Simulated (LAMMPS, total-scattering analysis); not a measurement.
## fcc solid solution (Cu0.58,Ni0.42) on heating

The crystal is built from its structure type, relaxed with the potential and heated at zero pressure by classical molecular dynamics (LAMMPS) with the EAM universal-3 functions (Foiles, Baskes and Daw, Phys. Rev. B 33, 7983 (1986)); 500 atoms (Cu 57.6, Ni 42.4 atom %). Uiso is the variance of an atom's position about its mean, per direction. The dynamics are classical, so there is no zero-point motion. Distances and their variances come from the pair functions; G(r) = 4πrρ₀[g(r) − 1], where it appears, has X-ray or neutron weights and the resolution of a Lorch transform up to 25 Å⁻¹. All values are simulated. These functions were fitted to pure metals and dilute alloys; melting points and liquid structure are extrapolations.

| T (K) | state | cell edges (Å) | Uiso Cu (Å²) | Uiso Ni (Å²) | Cu–Cu mean (Å) | its variance (Å²) | density (g/cm³) |
| --- | --- | --- | --- | --- | --- | --- | --- |
| 200 | crystalline | 3.588 | 0.0037 | 0.0033 | 2.547 | 0.0049 | 8.839 |
| 300 | crystalline | 3.594 | 0.0058 | 0.0051 | 2.554 | 0.0076 | 8.794 |
| 880 | crystalline | 3.632 | 0.0205 | 0.0197 | 2.589 | 0.0252 | 8.528 |
| 1250 | crystalline | 3.660 | 0.0341 | 0.0314 | 2.620 | 0.0405 | 8.330 |
| 1950 | liquid | - | - | - | - | - | 7.400 |

In the harmonic range U = 3ħ²T/(M k θ²), a line through the origin. The rows at 200 and 300 K give, as effective values by element: Cu 1.91×10⁻⁵ Å²/K, θ = 346 K; Ni 1.70×10⁻⁵ Å²/K, θ = 382 K. At 300 K the first Cu–Cu peak has variance 0.0076 Å², against 0.0116 Å² for independent atoms: neighbours move together (and where motion is anisotropic, less along the bond than Uiso suggests), which is what the δ₁ term models in PDF fits at high temperature. In a solid solution the peak also holds static size disorder, which Uiso about each atom's own mean leaves out. The mean volume expansion between 200 and 1250 K is 58×10⁻⁶ K⁻¹. At 1250 K, B = 8π²U = 2.69 Å² for Cu, which damps this element's own term in Bragg intensity at Q = 6 Å⁻¹ to 29 %, and √(3U) is 0.13 of its nearest peak distance (Cu–Ni, 2.53 Å). By 1950 K the order is gone and the mean density is 7.400 g/cm³, which averages over the melting if that fell inside the sampled stretch; a perfect periodic crystal superheats, so the model's melting point lies below the temperature at which it collapsed.

**Question.** At one more temperature the first peak has mean 2.609 Å and variance 0.0347 Å², and the X-ray G(r) has maxima 2.54 (7.1), 3.64 (-1.0), 4.46 (5.0), 5.76 (1.1), 6.82 (5.3). What temperature, and what Uiso?

The variance interpolates to about 1110 K; the run was at 1090 K, with Uiso Cu 0.0282, Ni 0.0264 Å².
